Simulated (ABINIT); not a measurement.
# BiH3 (Pm-3m): phonons by linear response, part 4 of 4

How does BiH3 (Pm-3m) vibrate, and is this structure a minimum?

ABINIT 10.8.3; DFT PBEsol, scalar-relativistic, plane waves, PseudoDojo norm-conserving pseudopotentials.

So far. Step 7 (Zone-centre response): The acoustic modes at Γ come out as far as 1.9 cm⁻¹ from zero, where they should vanish, a small numerical error. The lowest optical mode is imaginary, 1490i cm⁻¹, an instability at this level and on this k mesh. Step 8 (Zone-centre analysis): The rule moves no optical mode by more than 0.1 cm⁻¹. The relaxed cell has a = 4.175 Å (conventional setting).

The structure was built from a prototype and need not be the compound's stable phase.

## 10. Interpolated phonon bands

anaddb transforms the dynamical matrices to force constants and back along the path; points of the mesh come back as solved, but for the sum rule and, in polar crystals, the LO-TO term at Γ; the rest is interpolation.

anaddb.abi reads:

```
ddb_filepath "all_DDB"
output_file "anaddb.abo"
outdata_prefix "anaddb"
ifcflag 1
ngqpt 2 2 2
nqshft 1
q1shft 0.0 0.0 0.0
asr 1
chneut 0
dipdip 0
dipquad 0
quadquad 0
enunit 0
eivec 0
nph1l 62
qph1l 
    0.0 0.0 0.0 1.0
    0.0 0.05 0.0 1.0
    0.0 0.1 0.0 1.0
    0.0 0.15 0.0 1.0
    0.0 0.2 0.0 1.0
    0.0 0.25 0.0 1.0
    0.0 0.3 0.0 1.0
    0.0 0.35 0.0 1.0
    0.0 0.4 0.0 1.0
    0.0 0.45 0.0 1.0
    0.0 0.5 0.0 1.0
    0.05 0.5 0.0 1.0
    0.1 0.5 0.0 1.0
    0.15 0.5 0.0 1.0
    0.2 0.5 0.0 1.0
    0.25 0.5 0.0 1.0
    0.3 0.5 0.0 1.0
    0.35 0.5 0.0 1.0
    0.4 0.5 0.0 1.0
    0.45 0.5 0.0 1.0
    0.5 0.5 0.0 1.0
    0.45 0.45 0.0 1.0
    0.4 0.4 0.0 1.0
    0.35 0.35 0.0 1.0
    0.3 0.3 0.0 1.0
    0.25 0.25 0.0 1.0
    0.2 0.2 0.0 1.0
    0.15 0.15 0.0 1.0
    0.1 0.1 0.0 1.0
    0.05 0.05 0.0 1.0
    0.0 0.0 0.0 1.0
    0.05 0.05 0.05 1.0
    0.1 0.1 0.1 1.0
    0.15 0.15 0.15 1.0
    0.2 0.2 0.2 1.0
    0.25 0.25 0.25 1.0
    0.3 0.3 0.3 1.0
    0.35 0.35 0.35 1.0
    0.4 0.4 0.4 1.0
    0.45 0.45 0.45 1.0
    0.5 0.5 0.5 1.0
    0.45 0.5 0.45 1.0
    0.4 0.5 0.4 1.0
    0.35 0.5 0.35 1.0
    0.3 0.5 0.3 1.0
    0.25 0.5 0.25 1.0
    0.2 0.5 0.2 1.0
    0.15 0.5 0.15 1.0
    0.1 0.5 0.1 1.0
    0.05 0.5 0.05 1.0
    0.0 0.5 0.0 1.0
    0.5 0.5 0.5 1.0
    0.5 0.5 0.45 1.0
    0.5 0.5 0.4 1.0
    0.5 0.5 0.35 1.0
    0.5 0.5 0.3 1.0
    0.5 0.5 0.25 1.0
    0.5 0.5 0.2 1.0
    0.5 0.5 0.15 1.0
    0.5 0.5 0.1 1.0
    0.5 0.5 0.05 1.0
    0.5 0.5 0.0 1.0
```

mrgddb.in reads:

```
all_DDB
merged
4
dfpt_gammao_DDB
dfpt_qo_DS1_DDB
dfpt_qo_DS2_DDB
dfpt_qo_DS3_DDB
```

Launch:

```bash
$ mrgddb < mrgddb.in > mrgddb.log
$ OMP_NUM_THREADS=1 anaddb anaddb.abi > anaddb.log
```

anaddb.abo, the main output file:

```text
[banners, grids, parts of the stress and lines that vanish by symmetry left out]
-outvars_anaddb: echo values of input variables ----------------------

 Flags :
[...]
Phonon wavevector (reduced coordinates) :  0.00000  0.00000  0.00000
 Phonon energies in Hartree :
[...]
Phonon frequencies in cm-1    :
- -1.489911E+03 -1.489911E+03 -1.489911E+03  0.000000E+00  0.000000E+00
-  0.000000E+00  4.056701E+02  4.056701E+02  4.056701E+02  4.487834E+02
-  4.487834E+02  4.487834E+02
[...]
Phonon wavevector (reduced coordinates) :  0.00000  0.05000  0.00000
 Phonon energies in Hartree :
[...]
Phonon frequencies in cm-1    :
- -1.491214E+03 -1.491214E+03 -1.455551E+03  4.460299E+00  4.460299E+00
-  2.742939E+01  4.037936E+02  4.057273E+02  4.057273E+02  4.463154E+02
-  4.483507E+02  4.483507E+02
[...]
Phonon wavevector (reduced coordinates) :  0.00000  0.10000  0.00000
 Phonon energies in Hartree :
[...]
Phonon frequencies in cm-1    :
- -1.494992E+03 -1.494992E+03 -1.350948E+03  8.820498E+00  8.820498E+00
-  5.548320E+01  3.982978E+02  4.059112E+02  4.059112E+02  4.390793E+02
-  4.470822E+02  4.470822E+02
[...]
Phonon wavevector (reduced coordinates) :  0.00000  0.15000  0.00000
 Phonon energies in Hartree :
[...]
Phonon frequencies in cm-1    :
- -1.500862E+03 -1.500862E+03 -1.169838E+03  1.298046E+01  1.298046E+01
-  8.595744E+01  3.895836E+02  4.062556E+02  4.062556E+02  4.275829E+02
-  4.450637E+02  4.450637E+02
[...]
Phonon wavevector (reduced coordinates) :  0.00000  0.20000  0.00000
 Phonon energies in Hartree :
[...]
Phonon frequencies in cm-1    :
- -1.508235E+03 -1.508235E+03 -8.924334E+02  1.684075E+01  1.684075E+01
-  1.263879E+02  3.783173E+02  4.068080E+02  4.068080E+02  4.126858E+02
-  4.424276E+02  4.424276E+02
[...]
Phonon wavevector (reduced coordinates) :  0.00000  0.25000  0.00000
 Phonon energies in Hartree :
[...]
Phonon frequencies in cm-1    :
- -1.516378E+03 -1.516378E+03 -4.432361E+02  2.030459E+01  2.030459E+01
-  2.439642E+02  3.654228E+02  3.957090E+02  4.076170E+02  4.076170E+02
-  4.393422E+02  4.393422E+02
  Phonon wavevector (reduced coordinates) :  0.00000  0.30000  0.00000
 Phonon energies in Hartree :
[...]
Phonon frequencies in cm-1    :
- -1.524489E+03 -1.524489E+03 -1.133068E+02  2.328098E+01  2.328098E+01
-  3.520564E+02  3.775618E+02  4.087133E+02  4.087133E+02  4.360037E+02
-  4.360037E+02  7.209238E+02
  Phonon wavevector (reduced coordinates) :  0.00000  0.35000  0.00000
 Phonon energies in Hartree :
[...]
Phonon frequencies in cm-1    :
[...]
-  4.326407E+02  1.042233E+03
  Phonon wavevector (reduced coordinates) :  0.00000  0.40000  0.00000
 Phonon energies in Hartree :
[...]
Phonon frequencies in cm-1    :
[...]
-  4.295476E+02  1.241675E+03
  Phonon wavevector (reduced coordinates) :  0.00000  0.45000  0.00000
 Phonon energies in Hartree :
[...]
Phonon frequencies in cm-1    :
[...]
-  4.271788E+02  1.354624E+03
  Phonon wavevector (reduced coordinates) :  0.00000  0.50000  0.00000
 Phonon energies in Hartree :
[...]
Phonon frequencies in cm-1    :
[...]
-  4.262361E+02  1.391450E+03
  Phonon wavevector (reduced coordinates) :  0.05000  0.50000  0.00000
 Phonon energies in Hartree :
[...]
Phonon frequencies in cm-1    :
[...]
-  4.412074E+02  1.391657E+03
  Phonon wavevector (reduced coordinates) :  0.10000  0.50000  0.00000
 Phonon energies in Hartree :
[...]
Phonon frequencies in cm-1    :
[...]
-  4.726518E+02  1.392270E+03
  Phonon wavevector (reduced coordinates) :  0.15000  0.50000  0.00000
 Phonon energies in Hartree :
[...]
Phonon frequencies in cm-1    :
[...]
-  5.080114E+02  1.393266E+03
[...]
-  4.831612E+02  4.962687E+02
  Phonon wavevector (reduced coordinates) :  0.25000  0.25000  0.25000
 Phonon energies in Hartree :
[...]
Phonon frequencies in cm-1    :
[...]
-  2.594722E+02  2.594722E+02  2.748790E+02  2.748790E+02  5.190562E+02
-  5.190562E+02  5.272092E+02
  Phonon wavevector (reduced coordinates) :  0.30000  0.30000  0.30000
 Phonon energies in Hartree :
[...]
Phonon frequencies in cm-1    :
- -1.490078E+02 -1.024256E+02 -1.024256E+02  2.097967E+02  2.244029E+02
-  2.244029E+02  5.298545E+02  5.571075E+02  5.571075E+02  5.720534E+02
-  7.732230E+02  7.732230E+02
  Phonon wavevector (reduced coordinates) :  0.35000  0.35000  0.35000
 Phonon energies in Hartree :
[...]
Phonon frequencies in cm-1    :
-  5.090798E+01  5.090798E+01  5.327674E+01  1.776931E+02  1.884021E+02
-  1.884021E+02  5.946982E+02  5.946982E+02  5.959580E+02  9.029663E+02
-  1.101664E+03  1.101664E+03
  Phonon wavevector (reduced coordinates) :  0.40000  0.40000  0.40000
 Phonon energies in Hartree :
[...]
Phonon frequencies in cm-1    :
-  9.063727E+01  9.063727E+01  9.612978E+01  1.582464E+02  1.647813E+02
[...]
-  1.307595E+03  1.307595E+03
  Phonon wavevector (reduced coordinates) :  0.45000  0.45000  0.45000
 Phonon energies in Hartree :
[...]
Phonon frequencies in cm-1    :
[...]
-  1.424471E+03  1.424471E+03
  Phonon wavevector (reduced coordinates) :  0.50000  0.50000  0.50000
 Phonon energies in Hartree :
[...]
Phonon frequencies in cm-1    :
[...]
Phonon wavevector (reduced coordinates) :  0.50000  0.50000  0.05000
 Phonon energies in Hartree :
[...]
Phonon frequencies in cm-1    :
[...]
-  1.349513E+03  1.445811E+03
  Phonon wavevector (reduced coordinates) :  0.50000  0.50000  0.00000
 Phonon energies in Hartree :
[...]
Phonon frequencies in cm-1    :
- -1.522375E+03  4.152955E+01  1.063143E+02  1.063143E+02  1.528820E+02
-  3.071649E+02  3.071649E+02  4.207012E+02  4.207012E+02  6.559038E+02
-  1.349704E+03  1.445388E+03
-
```

Wall time 0.54 s (1 thread of Arm Neoverse V2, shared host).

Read from the output:

```yaml
lowest_frequency_on_the_path: -1543 cm⁻¹
```

Anaddb. Phonon branches along the path, in cm⁻¹:

| point | branch 1 | branch 2 | branch 3 | branch 4 | branch 9 | branch 10 | branch 11 | branch 12 |
| --- | --- | --- | --- | --- | --- | --- | --- | --- |
| Γ | -1490 | -1490 | -1490 | 0 | 406 | 449 | 449 | 449 |
| halfway | -1516 | -1516 | -443 | 20 | 408 | 408 | 439 | 439 |
| X | -1542 | -1542 | 29 | 29 | 414 | 426 | 426 | 1391 |
| halfway | -1532 | -511 | 36 | 97 | 417 | 424 | 575 | 1396 |
| M | -1522 | 42 | 106 | 106 | 421 | 656 | 1350 | 1445 |
| halfway | -1524 | -531 | -419 | 29 | 377 | 411 | 433 | 526 |
| Γ | -1490 | -1490 | -1490 | 0 | 406 | 449 | 449 | 449 |
| halfway | -607 | -416 | -416 | 182 | 275 | 519 | 519 | 527 |
| R | 114 | 114 | 114 | 148 | 653 | 1268 | 1463 | 1463 |
| halfway | -570 | -414 | 97 | 191 | 518 | 571 | 573 | 1401 |
| X | -1542 | -1542 | 29 | 29 | 414 | 426 | 426 | 1391 |
| jump to R | 114 | 114 | 114 | 148 | 653 | 1268 | 1463 | 1463 |
| halfway | -484 | 105 | 105 | 150 | 569 | 654 | 1349 | 1454 |
| M | -1522 | 42 | 106 | 106 | 421 | 656 | 1350 | 1445 |

The path dips to 1543i cm⁻¹.

## 11. Density of states

Sums over the zone need many more wavevectors than were solved, so the interpolation is sampled on a dense mesh.

anaddb.abi reads:

```
ddb_filepath "all_DDB"
output_file "anaddb.abo"
outdata_prefix "anaddb"
ifcflag 1
ngqpt 2 2 2
nqshft 1
q1shft 0.0 0.0 0.0
asr 1
chneut 0
dipdip 0
dipquad 0
quadquad 0
prtdos 2
ng2qpt 11 11 11
dosdeltae 4.5563e-06
ntemper 11
temperinc 100.0
tempermin 0.0
```

Launch:

```bash
$ OMP_NUM_THREADS=1 anaddb anaddb.abi > anaddb.log
```

anaddb.abo, the main output file:

```text
-outvars_anaddb: echo values of input variables ----------------------

 Flags :
     ifcflag         1
 Miscellaneous information :
         asr         1
      chneut         0
 Interatomic Force Constants Inputs :
      dipdip         0
     dipquad         0
    quadquad         0
      ifcana         0
      ifcout         0
 Description of grid 1 :
        brav         1
       ngqpt         2         2         2
      nqshft         1
      q1shft
                     0.00000000E+00  0.00000000E+00  0.00000000E+00
 Phonon DOS information :
   dosdeltae  4.55630000E-06
    dossmear  4.55633525E-06
 Description of grid 2 (Fourier interp. or BZ sampling):
      ng2qpt        11        11        11
      ngrids         4
      q2shft         0.00000000E+00  0.00000000E+00  0.00000000E+00

================================================================================

 read the DDB information and perform some checks

  ==== Info on the Cryst% object ====
 Real(R)+Recip(G) space primitive vectors, cartesian coordinates (Bohr,Bohr^-1):
 R(1)=  7.8895307  0.0000000  0.0000000  G(1)=  0.1267503  0.0000000  0.0000000
 R(2)=  0.0000000  7.8895307  0.0000000  G(2)=  0.0000000  0.1267503  0.0000000
 R(3)=  0.0000000  0.0000000  7.8895307  G(3)=  0.0000000  0.0000000  0.1267503
 Unit cell volume ucvol=  4.9108143E+02 bohr^3
 Angles (23,13,12)=  9.00000000E+01  9.00000000E+01  9.00000000E+01 degrees
 Time-reversal symmetry is present
 Reduced atomic positions [iatom, xred, symbol]:
    1)    0.0000000  0.0000000  0.0000000  Bi
    2)    0.5000000  0.0000000  0.0000000   H
    3)    0.0000000  0.5000000  0.0000000   H
    4)    0.0000000  0.0000000  0.5000000   H

 DDB file with 4 blocks has been read.

================================================================================

 Calculation of the interatomic forces

       Homogeneous q point set in the B.Z.
 Grid q points  :        8
  1)   0.00000000E+00  0.00000000E+00  0.00000000E+00
  2)   5.00000000E-01  0.00000000E+00  0.00000000E+00
  3)   0.00000000E+00  5.00000000E-01  0.00000000E+00
  4)   5.00000000E-01  5.00000000E-01  0.00000000E+00
  5)   0.00000000E+00  0.00000000E+00  5.00000000E-01
  6)   5.00000000E-01  0.00000000E+00  5.00000000E-01
  7)   0.00000000E+00  5.00000000E-01  5.00000000E-01
  8)   5.00000000E-01  5.00000000E-01  5.00000000E-01

 The interatomic forces have been obtained

================================================================================

 Calculation of phonon density of states

 Average speed of sound partial sums:     0.1711426897E-02 (at units)
-                                   =           3.7441 [km/s]

 Debye frequency from partial sums:     0.8455205569E-03 (Ha)
-                                 =     0.5563258012E+01 (THz)
-Debye temperature from partial sums:     0.2669942748E+03 (K)

 Average speed of sound:     0.8437993486E-04 (at units)
-                      =           0.1846 [km/s]

 Debye frequency from DOS:     0.4168741864E-04 (Ha)
-                        =     0.2742900381E+00 (THz)
-Debye temperature from DOS:     0.1316384566E+02 (K)

-
```

It took 1.6 s on 1 thread.

Read from the output:

| Property | Result |
| --- | --- |
| share of modes beyond 3i cm⁻¹ on the dense interpolated mesh | 0.1711 |

The phonon density of states has structure finer than the step of the table below, so its rows give means over 100 cm⁻¹, whole bins alone (the curve runs from -1573 to 1487 cm⁻¹). Peaks (cm⁻¹: height): -1492.5: 0.00461, 67.5: 0.0248, 167.5: 0.0148, 287.5: 0.0166, 447.5: 0.0298, 1367.5: 0.00814.

Tetrahedra. Phonon density of states against wavenumber; means over each step:

```
wavenumber (cm⁻¹)  phonon density of states (1/cm⁻¹/cell)
            -1500                                 0.00347
            -1400                                 0.00305
            -1300                                 0.00138
            -1200                                 0.00136
            -1100                                 0.00144
            -1000                                 0.00104
             -900                                  6.4e-4
             -800                                  6.3e-4
             -700                                  6.3e-4
             -600                                  6.3e-4
             -500                                  6.2e-4
             -400                                  6.2e-4
             -300                                  8.1e-4
             -200                                 0.00171
             -100                                 0.00171
                0                                 0.00569
              100                                  0.0184
              200                                  0.0108
              300                                  0.0137
              400                                  0.0173
              500                                  0.0151
              600                                 0.00664
              700                                 0.00134
              800                                  9.4e-4
              900                                  9.2e-4
             1000                                  9.4e-4
             1100                                 0.00162
             1200                                 0.00194
             1300                                 0.00208
             1400                                 0.00313
```

## 12. Outcome

* space group after relaxation: Pm-3m
* volume per atom: 18.2 Å³
* highest optical zone-centre mode (no LO-TO term): 448.8 cm⁻¹
* lowest optical zone-centre mode: -1490 cm⁻¹
* q mesh: 2×2×2
* lowest mode on the q mesh (acoustic ones at the zone centre apart): -1543 cm⁻¹
* imaginary modes on the q mesh: yes

BiH3 (Pm-3m) is unstable: a mode solved on the 2×2×2 mesh is imaginary, 1543i cm⁻¹; its spectrum reaches 1463 cm⁻¹. At the PBEsol level the optical modes of BiH3 (Pm-3m) at the zone centre run from 1490i to 449 cm⁻¹, so the structure is a saddle point, with 3 modes beyond 10i cm⁻¹ there. The most unstable solved mode lies at q = (0.5, 0, 0), on the zone boundary, so the distortion that it points to doubles the cell. These are harmonic frequencies at zero temperature: anharmonic shifts and linewidths and thermal expansion are left out. Spin-orbit coupling is left out, which can matter for the heavy elements here. In a metal the frequencies hang on the k mesh and the smearing, most of all near Kohn anomalies. The q mesh stands for a supercell only 8.3 Å across, so branches between the solved wavevectors are rough. The structure is a hypothetical one, built on a prototype.

[Host names and launcher messages were left out of these logs when they were recorded.]

[Logs are printed without paths, hosts, clocks, repeated set-up lines and the standing remarks that a program may print on its own settings, such as how far it seeks lower states.]

[Hosts, paths, dates, database ids (printed as entryN), source tags and the programs' standing remarks are cut or masked in the printed files.]
